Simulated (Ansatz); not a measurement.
## 1T-CoBrI monolayer in a perpendicular field

Wanted: the out-of-plane response of the 1T-CoBrI monolayer. A positive field points along +c.

Calculated with Ansatz 0.2.0; plane-wave DFT, PBE-D3(BJ), Ansatz PAW.

Report form: the programs' logs are mostly left out.

## Step 1: Set-up

The cell holds 3 atoms: 1 I, 1 Co and 1 Br. Its edges and angles: a = 3.680 Å, b = 3.680 Å, c = 36.363 Å, α = 90.0°, β = 90.0°, γ = 120.0°. Vacuum lies along c.

Coordinates:

```cif
data_structure
_symmetry_space_group_name_H-M 'P 1'
_symmetry_Int_Tables_number 1
_cell_length_a 3.6802
_cell_length_b 3.6802
_cell_length_c 36.3626
_cell_angle_alpha 90.000
_cell_angle_beta 90.000
_cell_angle_gamma 120.000
_cell_volume 426.51
loop_
_atom_site_label
_atom_site_type_symbol
_atom_site_fract_x
_atom_site_fract_y
_atom_site_fract_z
_atom_site_occupancy
I1 I 0.66667 0.33333 0.46339 1
Co2 Co 0.00000 0.00000 0.50493 1
Br3 Br 0.33333 0.66667 0.53661 1
```

## Step 2: Relaxing the slab

The starting cell is a guess, so the in-plane lattice and the atoms are relaxed first, with the slab cut off from its images along the normal.

The input, input.yaml:

```yaml
crystal:
  lattice:
    - [3.680201, 0.0, 0.0]
    - [-1.8401005, 3.187147557, 0.0]
    - [0.0, 0.0, 36.3626390714]
  atoms:
    - { symbol: I, position: [0.6666666667, 0.3333333333, 0.4633877087] }
    - { symbol: Co, position: [0.0, 0.0, 0.5049295303], spin: 3.0 }
    - { symbol: Br, position: [0.3333333333, 0.6666666667, 0.5366122913] }
  periodic: [true, true, false]
magnetization:
  spin_polarized: true
kpoints:
  mp_grid: { grid: [12, 12, 1] }
hamiltonian:
  xc: pbe
  dispersion: d3bj
scf:
  occupations: { method: fermi_dirac, width: 0.05 }
  convergence: { dr2_threshold: 1.0e-09 }
relax:
  f_tol: 0.004
  max_steps: 90
  cell: {}
output:
  write_potential: true
  write_density: true
  volumetric_format: npy
```

On the command line:

```bash
$ ansatz run input.yaml --threads 4 --pin off --max-ram 6144MiB --backend cpu --events-out ev --progress --plain --runs-dir out
```

Wall time 1.7 min (4 threads of Arm Neoverse V1, shared host); peak memory 0.95 GiB; 6.6 min of CPU time.

Step by step:

| step | energy less that of the first step (eV) | largest force component (eV/Å) | volume (Å³) |
| --- | --- | --- | --- |
| 1 | 0.0000 | 1.1691 | 426.51 |
| 2 | -0.0706 | 0.4634 | 421.68 |
| 3 | -0.0972 | 0.3187 | 428.93 |
| 4 | -0.1079 | 0.0583 | 434.21 |
| 5 | -0.1083 | 0.0002 | 433.80 |
| 6* | -0.1086 | 0.0002 | 433.80 |

Relaxation steps marked * repeat the geometry before them on a plane-wave basis chosen anew for their cell, so energy and pressure can jump there.

The run keeps the 6 symmetry operations that it works with, so distortions that break them were not tested.

| cell as run | before | after | change |
| --- | --- | --- | --- |
| a (Å) | 3.680 | 3.712 | +0.9 % |
| b (Å) | 3.680 | 3.712 | +0.9 % |

The atoms that moved most (Å, along periodic axes as changes of fractional coordinates times the final cell, across vacuum about the mean position):

| atom | dx | dy | dz | length |
| --- | --- | --- | --- | --- |
| Br3 | 0.000 | 0.000 | 0.113 | 0.113 |
| Co2 | 0.000 | 0.000 | -0.075 | 0.075 |
| I1 | 0.000 | 0.000 | -0.038 | 0.038 |

The relaxed structure:

```xyz
3
Lattice="3.7115 0.0000 0.0000 -1.8558 3.2143 0.0000 0.0000 0.0000 36.3626" Properties=species:S:1:pos:R:3
I     1.8558    1.0714   16.8122
Co    0.0000    0.0000   18.2855
Br    0.0000    2.1428   19.6255
```

Numbers from this step:

| Item | Value |
| --- | --- |
| energy at zero smearing | -15423.2374 eV |
| total moment | 1.002 μB |
| site moments | -0.008205, 0.9370, 0.02634 μB |

Site moment by atom:

| atom | site moment (μB) |
| --- | --- |
| I1 | -0.008 |
| Co2 | 0.937 |
| Br3 | 0.026 |

The lattice constant a goes from 3.680 to 3.712 Å.

## Step 3: Atoms held, field 0

A sawtooth potential applies the field, turning back in the middle of the vacuum. With the dipole correction the typed value is the field outside the slab. The induced dipole is small, so the SCF threshold is tight.

The cell differs from the one that the last finished run ended in (c 36.363 → 20.813 Å).

The input, input.yaml:

```yaml
crystal:
  lattice:
    - [3.7115194704, 0.0, 0.0]
    - [-1.8557597352, 3.214270148, 0.0]
    - [0.0, 0.0, 20.8132983095]
  atoms:
    - { symbol: I, position: [0.6666666667, 0.3333333333, 0.4324158462], spin: -0.01 }
    - { symbol: Co, position: [0.0, 0.0, 0.5031986825], spin: 0.94 }
    - { symbol: Br, position: [0.3333333333, 0.6666666667, 0.5675841538], spin: 0.03 }
magnetization:
  spin_polarized: true
kpoints:
  mp_grid: { grid: [18, 18, 1] }
  band_path:
    path: [[0, 0, 0], [0.5, 0, 0], [0.33333333, 0.33333333, 0], [0, 0, 0]]
    npoints: 16
hamiltonian:
  xc: pbe
  dispersion: d3bj
scf:
  occupations: { method: fermi_dirac, width: 0.02585 }
  convergence: { dr2_threshold: 1.0e-10 }
efield:
  axis: 3
  dipole_correction: true
  ramp_position: 0.97
  ramp_width: 0.06
  amplitude: 0
output:
  dos: { projected: true, e_range: [-6, 5] }
  write_potential: true
  write_density: true
  volumetric_format: npy
  elf: true
```

The job ended after 29 s (4 threads; peak memory 0.89 GiB).

Numbers from this step:

- energy at zero smearing: -15423.2371 eV
- total moment: 1.000 μB
- site moments: -0.007719, 0.9345, 0.02566 μB
- work function, upper face: 5.205 eV
- work function, lower face: 4.440 eV
- dipole along the normal: -0.05044 e·Å
- step between the vacuum levels: 0.7651 eV

Running mean over a fixed 2.7 Å (it still follows the layers) of the planar mean; the ramp of the sawtooth is left out. The electron's electrostatic potential energy less the Fermi level by z:

| z (Å) | electron's electrostatic potential energy less the Fermi level (eV) |
| --- | --- |
| 3.0 | 4.44 |
| 3.5 | 4.44 |
| 4.0 | 4.44 |
| 4.5 | 4.44 |
| 5.0 | 4.44 |
| 5.5 | 4.42 |
| 6.0 | 4.36 |
| 6.5 | 4.13 |
| 7.0 | 3.21 |
| 7.5 | 1.75 |
| 8.0 | 0.266 |
| 8.5 | -1.47 |
| 9.0 | -3.45 |
| 9.5 | -5.12 |
| 10.0 | -5.74 |
| 10.5 | -6.81 |
| 11.0 | -7.32 |
| 11.5 | -6.02 |
| 12.0 | -3.81 |
| 12.5 | -1.73 |
| 13.0 | 0.609 |
| 13.5 | 3.28 |
| 14.0 | 4.78 |
| 14.5 | 5.11 |
| 15.0 | 5.19 |
| 15.5 | 5.20 |
| 16.0 | 5.20 |
| 16.5 | 5.20 |
| 17.0 | 5.20 |
| 17.5 | 5.20 |

The density of states has structure finer than the step of the table below, so its rows give means over 0.25 eV, whole bins alone (the curve runs from -6 to 1.99 eV). Peaks (eV: height): total -5.170: 15.9, -1.070: 9.77, -0.840: 10.8, -0.790: 11.0, -0.460: 18.6, -0.380: 10.5, -0.320: 12.2; up -5.170: 11.4, -3.820: 6.99, -1.070: 9.77, -0.930: 6.82, -0.840: 7.67, -0.270: 5.50, 0.040: 6.15; down -5.120: 7.65, -3.380: 7.85, -0.710: 7.98, -0.460: 17.2, -0.380: 9.39, -0.320: 9.23, 1.250: 9.04.

Density of states against energy, zero at the Fermi level; means over each step; values in states/eV a cell:

| energy (eV) | total | up | down |
| --- | --- | --- | --- |
| -5.75 | 1.83 | 0.942 | 0.888 |
| -5.50 | 1.41 | 0.754 | 0.661 |
| -5.25 | 6.26 | 3.57 | 2.69 |
| -5.00 | 2.50 | 0.957 | 1.54 |
| -4.75 | 1.24 | 0.615 | 0.627 |
| -4.50 | 1.14 | 0.596 | 0.542 |
| -4.25 | 1.41 | 0.773 | 0.637 |
| -4.00 | 4.41 | 3.05 | 1.35 |
| -3.75 | 5.00 | 3.32 | 1.68 |
| -3.50 | 4.77 | 1.47 | 3.30 |
| -3.25 | 4.23 | 1.85 | 2.37 |
| -3.00 | 3.41 | 1.45 | 1.96 |
| -2.75 | 2.56 | 1.03 | 1.53 |
| -2.50 | 2.13 | 0.938 | 1.19 |
| -2.25 | 2.66 | 1.17 | 1.49 |
| -2.00 | 0.791 | 0.269 | 0.522 |
| -1.75 | 0.335 | 0.110 | 0.225 |
| -1.50 | 0.946 | 0.859 | 0.0871 |
| -1.25 | 3.25 | 3.25 | 0 |
| -1.00 | 5.81 | 5.33 | 0.478 |
| -0.75 | 6.05 | 2.28 | 3.76 |
| -0.50 | 6.52 | 0.592 | 5.93 |
| -0.25 | 4.49 | 2.40 | 2.09 |
| 0.00 | 3.09 | 3.09 | 0 |
| 0.25 | 1.79 | 1.79 | 0 |
| 0.50 | 0.345 | 0.345 | 0 |
| 0.75 | 1.38 | 0 | 1.38 |
| 1.00 | 2.28 | 0 | 2.28 |
| 1.25 | 4.31 | 0 | 4.31 |
| 1.50 | 0.223 | 0 | 0.223 |
| 1.75 | 0 | 0 | 0 |

Projected DOS per atom over height of the atomic layer and energy from the Fermi level. Layers: I Co Br from below.

Ten even steps from '0' (0.0 states/eV) to '9' (5.8 states/eV), each cell a mean:
```
000
010
030
010
000
120
090
070
070
020
000
101
101
211
212
123
213
000
000
303
101
100
```
Columns: height of the atomic layer (Å) from 9 to 11.8; rows upwards: energy from the Fermi level (eV) from -5.96 to 1.96.

Projected DOS per atom, spin up over height of the atomic layer and energy from the Fermi level. Layers: I Co Br from below.

Values in states/eV, 22 rows by 3 columns, each cell a mean:
```
0.00 0.00 0.00
0.00 0.00 0.00
0.00 0.00 0.00
0.01 0.01 0.00
0.37 0.48 0.18
0.72 1.47 0.50
0.36 1.04 0.29
0.12 2.02 0.20
0.13 3.89 0.20
0.04 1.48 0.06
0.04 0.05 0.05
0.41 0.11 0.39
0.39 0.18 0.35
0.57 0.28 0.42
0.84 0.37 0.49
0.57 0.81 0.98
0.79 0.87 1.38
0.21 0.14 0.30
0.23 0.11 0.27
0.93 0.24 1.10
0.44 0.15 0.40
0.43 0.18 0.22
```
Columns: height of the atomic layer (Å) from 9 to 11.8; rows upwards: energy from the Fermi level (eV) from -5.96 to 1.96.

Projected DOS per atom, spin down over height of the atomic layer and energy from the Fermi level. Layers: I Co Br from below.

Values in states/eV, 22 rows by 3 columns, each cell a mean:
```
0.0 0.0 0.0
0.2 0.6 0.1
0.5 2.2 0.4
0.2 1.1 0.2
0.0 0.0 0.0
0.0 0.0 0.0
0.2 4.8 0.2
0.1 2.6 0.1
0.0 0.2 0.0
0.0 0.0 0.0
0.1 0.0 0.1
0.6 0.1 0.5
0.6 0.2 0.4
1.0 0.4 0.5
0.8 0.5 1.2
0.6 0.4 1.2
0.5 0.2 0.7
0.2 0.1 0.3
0.3 0.1 0.3
1.0 0.2 1.2
0.4 0.1 0.3
0.4 0.2 0.2
```
Columns: height of the atomic layer (Å) from 9 to 11.8; rows upwards: energy from the Fermi level (eV) from -5.96 to 1.96.

Deep bands are left out, so band numbers here count from the lowest band kept and differ from the log's. Electronic bands along the path, in eV, zero at the Fermi level; # counts the bands kept:

| point | up #8 | up #9 | up #10 | up #11 | down #7 | down #8 | down #9 | down #10 |
| --- | --- | --- | --- | --- | --- | --- | --- | --- |
| Γ | -1.40 | -1.03 | 0.58 | 0.58 | -0.83 | -0.83 | -0.58 | 1.48 |
| halfway | -0.91 | -0.79 | -0.36 | 0.26 | -0.86 | -0.46 | -0.32 | 0.83 |
| M | -1.11 | -0.99 | 0.14 | 0.28 | -0.93 | -0.51 | -0.48 | 1.30 |
| halfway | -1.05 | -0.93 | -0.24 | 0.09 | -0.73 | -0.50 | -0.43 | 0.91 |
| K | -0.93 | -0.86 | -0.47 | -0.05 | -0.72 | -0.46 | -0.37 | 0.80 |
| halfway | -0.90 | -0.81 | -0.26 | -0.12 | -0.75 | -0.44 | -0.35 | 0.88 |
| Γ | -1.40 | -1.03 | 0.58 | 0.58 | -0.83 | -0.83 | -0.58 | 1.48 |

Spin density in the ca plane at fractional y = 0.000, with atoms of Co within 0.2 Å of it.

Ten even steps from '0' (0.0 e/Å³) to '9' (2.6 e/Å³), each cell a mean:
```
00000000000000000001530000000000000000000000
00000000000000000000000000000000000000000000
00000000000000000000000000000000000000000000
00000000000000000000000000000000000000000000
00000000000000000000000000000000000000000000
00000000000000000000000000000000000000000000
00000000000000000000000000000000000000000000
00000000000000000000000000000000000000000000
00000000000000000000210000000000000000000000
00000000000000000001960000000000000000000000
```
Columns run along c (16.0 Å, from fractional 0.15 to 0.92 of the cell), rows up along a (3.7 Å). Atoms in or near the plane, at fractional coordinates: Co at (0.50, 0.00).

ELF in the ca plane at fractional y = 0.000, with atoms of Co within 0.2 Å of it. It is the smooth field of the valence electrons, not physical close to the nuclei.

Ten even steps from '0' (0.00) to '9' (0.97), each cell a mean:
```
00000000000000000000112597311000000000000000
00000000000000000112321232112110000000000000
00000000000000002345553111245432100000000000
00000000000000024676665312467764210000000000
00000000000000135777665312577775310000000000
00000000000000124677665312577765310000000000
00000000000000013466664211356653100000000000
00000000000000001234432121123321000000000000
00000000000000000001211364211000000000000000
00000000000000000000113798421000000000000000
```
Columns run along c (16.0 Å, from fractional 0.08 to 0.85 of the cell), rows up along a (3.7 Å). Atoms in or near the plane, at fractional coordinates: Co at (0.50, 0.00).

Electrostatic potential energy in the ca plane at fractional y = 0.000, with atoms of Co within 0.2 Å of it. With pseudopotentials it is smooth inside the atoms' cores, unlike the true potential.

Ten even steps from '0' (-24 eV) to '9' (4 eV), each cell a mean:
```
99999999999999999830000589999999999999999999
99999999999999998862003789999999999999999999
99999999999999887777667889999999999999999999
99999999999999875678888878999999999999999999
99999999999999764468898777899999999999999999
99999999999999865578888777899999999999999999
99999999999999877777778888999999999999999999
99999999999999988874236889999999999999999999
99999999999999999850001689999999999999999999
99999999999999999820000589999999999999999999
```
Columns run along c (16.0 Å, from fractional 0.15 to 0.92 of the cell; values clipped at the 3rd and 97th percentile), rows up along a (3.7 Å). Atoms in or near the plane, at fractional coordinates: Co at (0.50, 0.00).

The work function of the upper face is 5.20 eV.

## Step 4: Single point, field 0.1 V/Å

Edit input.yaml of step 3 so:

```diff
@@ -27,5 +27,4 @@
   ramp_width: 0.06
-  amplitude: 0
+  amplitude: 0.1
 output:
-  dos: { projected: true, e_range: [-6, 5] }
   write_potential: true
@@ -33,2 +32 @@
   volumetric_format: npy
-  elf: true
```

Elapsed: 28 s, on 4 threads; peak memory 0.9 GiB.

The dipole is -0.0176 e·Å, 0.0329 e·Å from its value without field.

## Step 5: Single point, field -0.1 V/Å

Edit input.yaml of step 4 so:

```diff
@@ -27,3 +27,3 @@
   ramp_width: 0.06
-  amplitude: 0.1
+  amplitude: -0.1
 output:
```

Run time: 28 s. Hardware: 4 threads; peak memory 0.89 GiB.

The dipole is -0.0833 e·Å, -0.0328 e·Å from its value without field.

## Step 6: Response, atoms held

This step: plane-wave DFT, PBE-D3(BJ), Ansatz PAW; response to a field along the normal, atoms held (Ansatz 0.2.0).

The dipoles give the slope, and the difference of two potentials shows where the field is screened.

Numbers from this step:

```yaml
equivalent_conductor_thickness_p_eps_0ae: 4.982 Å
distance_between_the_outer_atoms: 2.813 Å
```

The dipole of the cell by applied field:

| applied field (V/Å) | dipole of the cell (e·Å) |
| --- | --- |
| -0.1000 | -0.0833 |
| 0.0000 | -0.0504 |
| 0.1000 | -0.0176 |

The total moment stays at 1 μB for applied field from -0.1 to 0.1 V/Å.

Local field over the applied field, running mean. From the potentials at -0.1 and 0.1 V/Å; running mean over 2.5 Å. The local field over applied field by z:

| z (Å) | local field over applied field |
| --- | --- |
| 4.5 | 0.997 |
| 5.0 | 0.992 |
| 5.5 | 0.978 |
| 6.0 | 0.944 |
| 6.5 | 0.870 |
| 7.0 | 0.740 |
| 7.5 | 0.576 |
| 8.0 | 0.400 |
| 8.5 | 0.237 |
| 9.0 | 0.125 |
| 9.5 | 0.0804 |
| 10.0 | 0.0650 |
| 10.5 | 0.0665 |
| 11.0 | 0.0940 |
| 11.5 | 0.147 |
| 12.0 | 0.244 |
| 12.5 | 0.394 |
| 13.0 | 0.570 |
| 13.5 | 0.735 |
| 14.0 | 0.868 |
| 14.5 | 0.946 |
| 15.0 | 0.980 |
| 15.5 | 0.993 |
| 16.0 | 0.998 |
| 16.5 | 0.999 |

Electrons, planar mean, per unit field. Table of induced electron density by z:

| z (Å) | induced electron density (e/Å³ per V/Å) |
| --- | --- |
| 4.5 | 1.3e-5 |
| 5.0 | 3.7e-5 |
| 5.5 | 1.0e-4 |
| 6.0 | 2.8e-4 |
| 6.5 | 6.9e-4 |
| 7.0 | 0.00160 |
| 7.5 | 0.00296 |
| 8.0 | 0.00306 |
| 8.5 | 0.00118 |
| 9.0 | 0.00100 |
| 9.5 | -3.9e-5 |
| 10.0 | -0.00113 |
| 10.5 | -5.4e-5 |
| 11.0 | 1.0e-3 |
| 11.5 | -5.7e-4 |
| 12.0 | -0.00140 |
| 12.5 | -0.00273 |
| 13.0 | -0.00317 |
| 13.5 | -0.00171 |
| 14.0 | -7.0e-4 |
| 14.5 | -2.6e-4 |
| 15.0 | -8.9e-5 |
| 15.5 | -2.9e-5 |
| 16.0 | -9.4e-6 |
| 16.5 | -2.9e-6 |

By hand: between -0.1 and 0.1 V/Å the dipole changes by 0.06569 e·Å, a slope of 0.3285 e·Å²/V. A perfect conductor of thickness t has p = ε₀AEt, so t = 180.95 × 0.3285 / 11.930 = 4.98 Å (e/ε₀ = 180.95 V·Å, A in Å²).

The induced dipole is that of a conductor 4.98 Å thick.

## Step 7: What came out

```json
{"gap without field": "none", "work function, upper face": "5.20 eV", "step between the vacuum levels": "0.765 eV", "equivalent conductor thickness, atoms held": "4.98 Å"}
```

In words: The induced dipole equals that of a perfect conductor 4.98 Å thick, while the outer atoms lie 2.81 Å apart. The two faces differ: the vacuum level above lies 0.77 eV higher than the one below. There is no gap over 0.03 eV, with or without the field. For an open d or f shell that can be the fault of a semilocal functional without a Hubbard term. The magnetic order is the one reached from the typed start; other orders were not compared. Spin-orbit coupling is left out, which matters for the bands of elements this heavy.

[Logs are printed without paths, hosts, clocks, repeated set-up lines and the standing remarks that a program may print on its own settings, such as how far it seeks lower states.]

[Hosts, paths, dates, database ids (printed as entryN), source tags and the programs' standing remarks are cut or masked in the printed files.]

[Maps of the electrostatic potential energy from Ansatz leave out the sawtooth potential of an applied field or a dipole correction, so their vacuum need not be flat; planar profiles and work functions include it.]

[The density of states shown here was stored with 400 of the rows of the run's finer table, so its peaks can read low, often by over a quarter, or be missed, and its means over a window can be off by a tenth or more.]
